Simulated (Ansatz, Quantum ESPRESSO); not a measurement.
# RbMgHF2 (P4/mmm): third-order response

Aim: Raman and infrared lines of RbMgHF2 (P4/mmm).

Calculated with Quantum ESPRESSO 8.0 development, patched; DFT LDA, scalar-relativistic, plane waves, PseudoDojo norm-conserving pseudopotentials.

Report form: the programs' logs are mostly left out.

The structure was built from a prototype and need not be the compound's stable phase.

## 1. The structure

It takes space group P4/mmm (No. 123, tetragonal). The conventional cell has a = 4.022 Å, b = 4.022 Å, c = 4.022 Å, α = 90.00°, β = 90.00°, γ = 90.00°. Nearest to Rb lie 4 H at 2.84 Å and 8 F at 2.84 Å. Mg has 2 H at 2.01 Å and 4 F at 2.01 Å nearest. Nearest to F lie 2 Mg at 2.01 Å and 4 H at 2.84 Å and 4 Rb at 2.84 Å. H has 2 Mg at 2.01 Å and 4 Rb at 2.84 Å and 8 F at 2.84 Å nearest. Farther neighbours and most contacts between anions are not listed.

## 2. A first look

Before anything dear is run, a loose run with smearing shows whether this is a metal and how far the cell is from rest.

Contents of probe.in:

```
 &control
    calculation='scf',
    prefix='x',
    outdir='./tmp',
    pseudo_dir='./pseudo',
    tprnfor=.true.,
    tstress=.true.,
    verbosity='high',
 /
 &system
    ibrav=1,
    celldm(1)=7.60098241,
    nat=5,
    ntyp=4,
    ecutwfc=84.0,
    occupations='smearing',
    smearing='gaussian',
    degauss=0.01,
 /
 &electrons
    conv_thr=1.0d-07,
    mixing_beta=0.7,
    electron_maxstep=100,
 /
ATOMIC_SPECIES
 Rb     85.4678  Rb.upf
 Mg     24.3050  Mg.upf
 F      18.9984  F.upf
 H       1.0080  H.upf
ATOMIC_POSITIONS crystal
 Rb     0.000000000   0.000000000   0.000000000
 Mg     0.500000000   0.500000000   0.500000000
 F      0.500000000   0.000000000   0.500000000
 F      0.000000000   0.500000000   0.500000000
 H      0.500000000   0.500000000   0.000000000
K_POINTS automatic
 4 4 4 0 0 0
```

The run is started by

```sh
> OMP_NUM_THREADS=1 mpirun -n 4 pw.x -nk 4 -in probe.in > probe.out
```

Run time: 6.1 s. Hardware: 4 MPI ranks of Arm Neoverse V2, shared host; 24 s of CPU time.

Numbers from this step:

```yaml
volume_per_atom: 13.01 Å³
pressure: -1.420 GPa
gap_on_the_k_mesh: 5.295 eV
```

A gap of 5.3 eV opens on this mesh, so the crystal is taken as an insulator; the start stands at -1.4 GPa.

## 3. Relaxing the cell and atoms

The relaxation runs at a cutoff a fifth above that of the response, since stress converges more slowly with the basis than frequencies do. Forces and stress are brought to rest with tight thresholds.

Contents of relax.in:

```
 &control
    calculation='vc-relax',
    prefix='x',
    outdir='./tmp',
    pseudo_dir='./pseudo',
    tprnfor=.true.,
    tstress=.true.,
    forc_conv_thr=2.0d-05,
    etot_conv_thr=1.0d-07,
    nstep=40,
 /
 &system
    ibrav=1,
    celldm(1)=7.60098241,
    nat=5,
    ntyp=4,
    ecutwfc=101,
    occupations='fixed',
    nbnd=19,
 /
 &electrons
    conv_thr=1.0d-11,
    mixing_beta=0.7,
    electron_maxstep=100,
 /
 &ions
 /
 &cell
    press_conv_thr=0.2,
 /
ATOMIC_SPECIES
 Rb     85.4678  Rb.upf
 Mg     24.3050  Mg.upf
 F      18.9984  F.upf
 H       1.0080  H.upf
ATOMIC_POSITIONS crystal
 Rb     0.000000000   0.000000000   0.000000000
 Mg     0.500000000   0.500000000   0.500000000
 F      0.500000000   0.000000000   0.500000000
 F      0.000000000   0.500000000   0.500000000
 H      0.500000000   0.500000000   0.000000000
K_POINTS automatic
 6 6 6 0 0 0
```

The run is started by

```sh
> OMP_NUM_THREADS=1 mpirun -n 4 pw.x -nk 4 -in relax.in > relax.out
```

It took 2.5 min on 4 MPI ranks; 10 min of CPU time.

The steps of the relaxation:

| step | energy less that of the first step (eV) | largest force (eV/Å) | pressure (GPa) | volume (Å³) |
| --- | --- | --- | --- | --- |
| 1 | 0.0000 | 0.0000 | -1.38 | 65.07 |
| 2 | -0.0033 | 0.0000 | -0.94 | 64.62 |
| 3 | -0.0058 | 0.0000 | -0.32 | 63.99 |
| 4 | -0.0062 | 0.0000 | 0.02 | 63.66 |
| 5 | -0.0063 | 0.0000 | 0.04 | 63.64 |
| 6 | -0.0063 | 0.0000 | 0.03 | 63.63 |
| 7 | -0.0064 | 0.0000 | 0.02 | 63.63 |
| 8 | -0.0064 | 0.0000 | 0.00 | 63.63 |
| 9 | -0.0064 | 0.0000 | 0.00 | 63.63 |
| 10 | -0.0064 | 0.0000 | 0.00 | 63.63 |

| conventional cell, symmetrised | before | after | change |
| --- | --- | --- | --- |
| a (Å) | 4.022 | 4.001 | -0.5 % |
| b (Å) | 4.022 | 4.001 | -0.5 % |
| c (Å) | 4.022 | 3.974 | -1.2 % |
| volume (Å³/atom) | 13.01 | 12.73 | -2.2 % |

Final coordinates:

```xyz
5
Lattice="4.0013 0.0000 0.0000 0.0000 4.0013 0.0000 0.0000 0.0000 3.9741" Properties=species:S:1:pos:R:3 pbc="T T T"
Rb    0.0000    0.0000    0.0000
Mg    2.0007    2.0007    1.9871
F     2.0007    0.0000    1.9871
F     0.0000    2.0007    1.9871
H     2.0007    2.0007    0.0000
```

The last row of the table of steps is pw.x's closing run on a basis chosen anew for the final cell, so its energy can jump.

Numbers from this step:

```
volume per atom   : 12.73 Å³
pressure          : -0.001333 GPa
gap on the k-mesh : 5.474 eV
```

The volume changes by -2.2 % from the cell with which this run began.

## 4. Ground state

Perturbation theory inherits every error of the wavefunctions, so the threshold is set near the limit of the arithmetic. With a gap, occupations are fixed, which also allows the response to an electric field.

Contents of scf.in:

```
 &control
    calculation='scf',
    prefix='x',
    outdir='./tmp',
    pseudo_dir='./pseudo',
    tprnfor=.true.,
    tstress=.true.,
 /
 &system
    ibrav=6,
    celldm(1)=7.56139212,
    celldm(3)=0.9932085,
    nat=5,
    ntyp=4,
    ecutwfc=84.0,
    occupations='fixed',
    nbnd=19,
 /
 &electrons
    conv_thr=1.0d-12,
    mixing_beta=0.7,
    electron_maxstep=100,
 /
ATOMIC_SPECIES
 Rb     85.4678  Rb.upf
 Mg     24.3050  Mg.upf
 F      18.9984  F.upf
 H       1.0080  H.upf
ATOMIC_POSITIONS crystal
 Rb     0.000000000   0.000000000   0.000000000
 Mg     0.500000000   0.500000000   0.500000000
 F      0.500000000   0.000000000   0.500000000
 F      0.000000000   0.500000000   0.500000000
 H      0.500000000   0.500000000   0.000000000
K_POINTS automatic
 6 6 6 0 0 0
```

The run is started by

```sh
> OMP_NUM_THREADS=1 mpirun -n 4 pw.x -nk 4 -in scf.in > scf.out
```

Wall time 16 s (4 MPI ranks).

Numbers from this step:

| Property | Result |
| --- | --- |
| pressure | -0.01233 GPa |

The cell stands at -0.012 GPa, close enough for phonons.

## 5. Zone-centre response

At q = 0 one unit cell holds all displacements; symmetry groups them into irreducible representations that are solved one by one. The response to a field gives ε∞ and the Born charges, which polar modes need. Third-order response adds the Raman tensors.

Contents of ph.in:

```
phonons
 &inputph
    prefix='x',
    outdir='./tmp',
    fildyn='g.dyn',
    tr2_ph=1.0d-18,
    epsil=.true.,
    lraman=.true.,
    elop=.true.,
 /
0.000000000000 0.000000000000 0.000000000000
```

The run is started by

```sh
> OMP_NUM_THREADS=1 mpirun -n 4 ph.x -nk 4 -in ph.in > ph.out
```

Run time: 27 min. Hardware: 4 MPI ranks; 1.8 h of CPU time.

Numbers from this step:

```yaml
miss_of_the_charge_sum_rule: 1.10e-4 e
largest_acoustic_frequency_at_the_zone_centre_before_the_sum_rule: -8.46 cm⁻¹
highest_optical_zone_centre_mode_no_lo_to_term: 1184 cm⁻¹
lowest_optical_zone_centre_mode: 156.2 cm⁻¹
mean_high_frequency_dielectric_constant: 2.658
largest_born_charge_in_size_third_of_the_trace: 2.022 e
```

Born charge (rows field, columns displacement), before the sum rule (e), principal values of the symmetric part by kind of site:

| atom | atoms with these values | low | middle | high | mean |
| --- | --- | --- | --- | --- | --- |
| Rb1 | 1 | 1.18 | 1.18 | 1.25 | 1.20 |
| Mg2 | 1 | 1.96 | 1.96 | 2.15 | 2.02 |
| F3 | 2 | -1.45 | -1.23 | -1.01 | -1.23 |
| H5 | 1 | -0.93 | -0.68 | -0.68 | -0.76 |

In full for F3:

```
-1.01  0.00  0.00
 0.00 -1.45  0.00
 0.00  0.00 -1.23
```

High-frequency dielectric tensor:

```
2.64 0.00 0.00
0.00 2.64 0.00
0.00 0.00 2.69
```

The acoustic modes at Γ come out as far as 8.5 cm⁻¹ from zero, where they should vanish, a small numerical error; the Born charges miss their sum rule by 1.1e-4 e, which is good.

## 6. Modes with the sum rule

A rigid shift of the crystal must cost nothing, but grids and finite bases break this; the acoustic sum rule is imposed before the matrix is diagonalised again. With Born charges the intensities follow, and the static dielectric tensor.

Contents of dynmat.in:

```
 &input
    fildyn='g.dyn',
    asr='crystal',
    fileig='dynmat.eig',
    lperm=.true.,
 /
```

The run is started by

```sh
> dynmat.x -in dynmat.in > dynmat.out
```

The job ended after 0.49 s (1 thread).

Numbers from this step:

```yaml
lowest_optical_zone_centre_mode: 156.4 cm⁻¹
mean_static_dielectric_constant: 7.044
```

Unit eigenvectors of the mass-weighted matrix after the sum rule; no LO-TO term. Modes at Γ, with each element's share of the kinetic energy:

| mode | frequency (cm⁻¹) | Rb % | Mg % | F % | H % |
| --- | --- | --- | --- | --- | --- |
| 1 | 0.0 | 57 | 16 | 26 | 1 |
| 2 | 0.0 | 57 | 16 | 26 | 1 |
| 3 | 0.0 | 57 | 16 | 26 | 1 |
| 4 | 156.4 | 42 | 19 | 39 | 0 |
| 5 | 156.4 | 42 | 19 | 39 | 0 |
| 6 | 162.9 | 43 | 21 | 36 | 1 |
| 7 | 203.5 | 0 | 0 | 100 | 0 |
| 8 | 244.7 | 0 | 62 | 38 | 0 |
| 9 | 245.3 | 0 | 24 | 75 | 1 |
| 10 | 245.3 | 0 | 24 | 75 | 1 |
| 11 | 418.6 | 0 | 41 | 58 | 1 |
| 12 | 418.6 | 0 | 41 | 58 | 1 |
| 13 | 781.6 | 0 | 0 | 3 | 97 |
| 14 | 781.6 | 0 | 0 | 3 | 97 |
| 15 | 1184.0 | 0 | 1 | 1 | 99 |

Displacements in mode 5 (156.4 cm⁻¹), the largest set to 1:
```
Rb1  0.66 -0.09  0.00
Mg2 -0.82  0.11  0.00
F3  -1.00  0.12  0.00
F4  -0.90  0.13  0.00
H5  -0.47  0.06  0.00
```

Displacements in mode 11 (418.6 cm⁻¹), the largest set to 1:
```
Rb1  0.01  0.00  0.00
Mg2 -0.74 -0.05  0.00
F3  -0.11  0.07  0.00
F4   1.00 -0.01  0.00
H5   0.56  0.04  0.00
```

Degenerate modes summed, no LO-TO term. Infrared lines, with heights relative to the strongest:

| position (cm⁻¹) | lines merged | IR intensity, relative |
| --- | --- | --- |
| 156 | 2 | 8.5 |
| 163 | 1 | 5.1 |
| 204 | 1 | 0.0 |
| 245 | 3 | 48 |
| 419 | 2 | 71 |
| 782 | 2 | 96 |
| 1184 | 1 | 100 |

Static dielectric tensor (ions relaxed, fixed cell):

```
6.24 0.00 0.00
0.00 6.24 0.00
0.00 0.00 8.66
```

The rule moves no optical mode by more than 0.3 cm⁻¹.

## 7. Sum rules set otherwise (asr no)

Without the rule the raw error of the acoustic modes shows.

Contents of dynmat.in:

```
 &input
    fildyn='g.dyn',
    asr='no',
    fileig='dynmat.eig',
    lperm=.true.,
 /
```

The run is started by

```sh
> dynmat.x -in dynmat.in > dynmat.out
```

The job ended after 0.47 s (1 thread).

Read from the output:

```yaml
lowest_optical_zone_centre_mode: 156.2 cm⁻¹
mean_static_dielectric_constant: 7.037
```

Zone-centre frequencies as printed; negative means imaginary. Modes:

| mode | frequency (cm⁻¹) |
| --- | --- |
| 1 | -8.46 |
| 2 | -8.46 |
| 3 | -8.11 |
| 4 | 156.2 |
| 5 | 156.2 |
| 6 | 162.6 |
| 7 | 203.5 |
| 8 | 244.8 |
| 9 | 245.3 |
| 10 | 245.3 |
| 11 | 418.6 |
| 12 | 418.6 |
| 13 | 781.9 |
| 14 | 781.9 |
| 15 | 1184 |

Against the first rule no mode moves by more than 8.5 cm⁻¹.

## 8. Sum rules set otherwise: a sum rule for molecules or wires on a crystal

This rule also removes rotations, which suits molecules and not a crystal; it is tried to see the harm.

Contents of dynmat.in:

```
 &input
    fildyn='g.dyn',
    asr='zero-dim',
    fileig='dynmat.eig',
    lperm=.true.,
 /
```

The run is started by

```sh
> dynmat.x -in dynmat.in > dynmat.out
```

It took 0.47 s on 1 thread.

The run ended normally, but on settings that are not sound.

The fault: a sum rule for molecules or wires on a crystal; 3 optical modes are projected out to zero frequency, as if they were rotations, and the static dielectric tensor is spoilt.

For a crystal the rule has to be 'simple' or 'crystal'.

Zone-centre frequencies as printed; negative means imaginary. Modes:

| mode | frequency (cm⁻¹) |
| --- | --- |
| 1 | 0 |
| 2 | 0 |
| 3 | 0 |
| 4 | 0 |
| 5 | 0 |
| 6 | 0 |
| 7 | 159.5 |
| 8 | 195.2 |
| 9 | 229.4 |
| 10 | 249.4 |
| 11 | 415.7 |
| 12 | 418.2 |
| 13 | 723.8 |
| 14 | 742 |
| 15 | 1134 |

## 9. The LO-TO splitting (1 0 0)

A longitudinal polar mode sets up a macroscopic field that stiffens it; the term hangs on the direction from which q goes to zero.

Contents of dynmat.in:

```
 &input
    fildyn='g.dyn',
    asr='crystal',
    fileig='dynmat.eig',
    q(1)=1.0,
    q(2)=0.0,
    q(3)=0.0,
 /
```

The run is started by

```sh
> dynmat.x -in dynmat.in > dynmat.out
```

It took 0.47 s on 1 thread.

Read from the output:

* highest mode moved by the LO-TO term: 871.5 cm⁻¹

Zone-centre frequencies as printed; negative means imaginary. Modes:

| mode | frequency (cm⁻¹) |
| --- | --- |
| 1 | 0 |
| 2 | 0 |
| 3 | 0 |
| 4 | 156.4 |
| 5 | 162.9 |
| 6 | 171 |
| 7 | 203.5 |
| 8 | 244.7 |
| 9 | 245.3 |
| 10 | 259.6 |
| 11 | 418.6 |
| 12 | 498.4 |
| 13 | 781.6 |
| 14 | 871.5 |
| 15 | 1184 |

The field moves 4 modes; the highest of them now lies at 872 cm⁻¹, where the highest that moved away lay at 782.

## 10. Modes along a direction of q (0 0 1)

Contents of dynmat.in:

```
 &input
    fildyn='g.dyn',
    asr='crystal',
    fileig='dynmat.eig',
    q(1)=0.0,
    q(2)=0.0,
    q(3)=1.0,
 /
```

The run is started by

```sh
> dynmat.x -in dynmat.in > dynmat.out
```

The job ended after 0.47 s (1 thread).

Numbers from this step:

```yaml
highest_mode_moved_by_the_lo_to_term: 1291 cm⁻¹
```

Zone-centre frequencies as printed; negative means imaginary. Modes:

| mode | frequency (cm⁻¹) |
| --- | --- |
| 1 | 0 |
| 2 | 0 |
| 3 | 0 |
| 4 | 156.4 |
| 5 | 156.4 |
| 6 | 171.6 |
| 7 | 203.5 |
| 8 | 245.3 |
| 9 | 245.3 |
| 10 | 382.2 |
| 11 | 418.6 |
| 12 | 418.6 |
| 13 | 781.6 |
| 14 | 781.6 |
| 15 | 1291 |

The field moves 3 modes; the highest of them now lies at 1291 cm⁻¹, where the highest that moved away lay at 1184.

## 11. Modes along a direction of q (1 1 1)

Contents of dynmat.in:

```
 &input
    fildyn='g.dyn',
    asr='crystal',
    fileig='dynmat.eig',
    q(1)=1.0,
    q(2)=1.0,
    q(3)=1.0,
 /
```

The run is started by

```sh
> dynmat.x -in dynmat.in > dynmat.out
```

The job ended after 0.47 s (1 thread).

Read from the output:

```
highest mode moved by the LO-TO term : 1226 cm⁻¹
```

Zone-centre frequencies as printed; negative means imaginary. Modes:

| mode | frequency (cm⁻¹) |
| --- | --- |
| 1 | 0 |
| 2 | 0 |
| 3 | 0 |
| 4 | 156.4 |
| 5 | 159.7 |
| 6 | 171.4 |
| 7 | 203.5 |
| 8 | 245.2 |
| 9 | 245.3 |
| 10 | 290 |
| 11 | 418.6 |
| 12 | 484.1 |
| 13 | 781.6 |
| 14 | 835.2 |
| 15 | 1226 |

The field moves 7 modes; the highest of them now lies at 1226 cm⁻¹, where the highest that moved away lay at 1184.

## 12. A second program

A second program on the same cell, potentials, cutoff and meshes tests the implementation of the phonon response, not its convergence. Its field response is summed in its own way. Its k mesh is centred on Γ.

This step: DFT LDA, scalar-relativistic, plane waves, PseudoDojo norm-conserving pseudopotentials (Ansatz 0.2.0).

Contents of input.yaml:

```yaml
crystal:
  lattice:
    - [4.0013163942, 0.0, 0.0]
    - [0.0, 4.0013163942, 0.0]
    - [0.0, 0.0, 3.9741414699]
  atoms:
    - { symbol: Rb, position: [0.0, 0.0, 0.0] }
    - { symbol: Mg, position: [0.5, 0.5, 0.5] }
    - { symbol: F, position: [0.5, 0.0, 0.5] }
    - { symbol: F, position: [0.0, 0.5, 0.5] }
    - { symbol: H, position: [0.5, 0.5, 0.0] }
kpoints:
  mp_grid: { grid: [6, 6, 6] }
hamiltonian:
  xc: lda
  pseudopotentials: { kind: nc, accuracy: standard }
scf:
  occupations: { method: fixed }
output:
  eigenvalues: true
basis:
  ecutwfc: 1142.878
phonons:
  method: dfpt
  dielectric: true
  rigid_motions: translations
  raman: true
```

The run is started by

```sh
> ansatz run input.yaml --threads 4 --pin off --max-ram 16384MiB --backend cpu --events-out ev --progress --plain --runs-dir out
```

Wall time 4.2 min (4 threads); peak memory 2.4 GiB.

This step gave:

```
sum-rule residual before enforcement     : 1.45e-4 eV/Å²
miss of the charge sum rule              : 5.67e-4 e
estimated error of the dielectric tensor : 0.005147
estimated error of the Born charges      : 0.01081 e
lowest optical zone-centre mode          : 156.5 cm⁻¹
mean static dielectric constant          : 7.035
highest mode moved by the LO-TO term     : 1291 cm⁻¹
```

Transverse modes. Infrared lines, with heights relative to the strongest:

| position (cm⁻¹) | IR intensity ((D/Å)²/amu), degenerate modes summed, relative |
| --- | --- |
| 156 | 8.6 |
| 163 | 5.1 |
| 204 | 0.0 |
| 245 | 38 |
| 246 | 10 |
| 419 | 71 |
| 782 | 96 |
| 1184 | 100 |

## 13. The two compared: QE PseudoDojo and Ansatz, PseudoDojo

Worked out from the results:

* root-mean-square difference: 0.25 cm⁻¹
* largest difference: 0.56 cm⁻¹

The 12 of 12 modes that differ most. Frequencies side by side:

| q (reciprocal lattice) | mode | QE PseudoDojo (cm⁻¹) | Ansatz, PseudoDojo (cm⁻¹) |
| --- | --- | --- | --- |
| 0 0 0 | 4 | 156.4 | 156.5 |
| 0 0 0 | 5 | 156.4 | 156.5 |
| 0 0 0 | 6 | 162.9 | 162.9 |
| 0 0 0 | 7 | 203.5 | 203.6 |
| 0 0 0 | 8 | 244.7 | 245.3 |
| 0 0 0 | 9 | 245.3 | 245.5 |
| 0 0 0 | 10 | 245.3 | 245.5 |
| 0 0 0 | 11 | 418.6 | 418.9 |
| 0 0 0 | 12 | 418.6 | 418.9 |
| 0 0 0 | 13 | 781.6 | 781.9 |
| 0 0 0 | 14 | 781.6 | 781.9 |
| 0 0 0 | 15 | 1184 | 1184 |

The two runs side by side. Further quantities:

| quantity | QE PseudoDojo | Ansatz, PseudoDojo |
| --- | --- | --- |
| mean ε∞ | 2.658 | 2.658 |
| largest Born charge in size (e; the first before, the second after the charge sum rule) | 2.022 | 2.022 |
| summed IR intensity ((D/Å)²/amu) | 65.21 | 65.2 |

At the zone centre the largest difference (acoustic modes at Γ apart) is 0.05 % of the highest mode.

## 14. Summary of results

```yaml
space_group_after_relaxation: P4/mmm
volume_per_atom: 12.7 Å³
gap_on_the_k_mesh: 5.47 eV
highest_optical_zone_centre_mode_no_lo_to_term: 1184 cm⁻¹
lowest_optical_zone_centre_mode: 156.4 cm⁻¹
highest_mode_moved_by_the_lo_to_term: 1291 cm⁻¹
mean_high_frequency_dielectric_constant: 2.66
largest_born_charge_in_size_third_of_the_trace: 2.02 e
mean_static_dielectric_constant: 7.04
imaginary_optical_modes_at_the_zone_centre_no_q_mesh_in_this_session: none
largest_difference_from_ansatz_pseudodojo: 0.56 cm⁻¹
```

**Reading.** No mode is Raman active in this structure; the strongest infrared line lies at 1184 cm⁻¹. At the LDA level the optical modes of RbMgHF2 (P4/mmm) at the zone centre (no LO-TO term) run from 156 to 1184 cm⁻¹. Along the directions run, the highest mode that the macroscopic field moves lies at 1291 cm⁻¹. Lattice motion raises the mean dielectric constant from 2.658 to 7.044. Of the 12 optical modes, 11 are infrared active alone and 1 is silent. QE PseudoDojo and Ansatz, PseudoDojo agree to 0.56 cm⁻¹ (0.05 % of the highest mode compared) on all solved modes but the acoustic ones at Γ, without the LO-TO term. These are harmonic frequencies at zero temperature: anharmonic shifts and linewidths and thermal expansion are left out. The build is a development version in which the Raman tensors of release 7.5 are mended; dynmat.x leaves out the electro-optic term of LO lines. The structure is a hypothetical one, built on a prototype.

[Host names and launcher messages were left out of these logs when they were recorded.]

[Logs are printed without paths, hosts, clocks, repeated set-up lines and the standing remarks that a program may print on its own settings, such as how far it seeks lower states.]

[Hosts, paths, dates, database ids (printed as entryN), source tags and the programs' standing remarks are cut or masked in the printed files.]
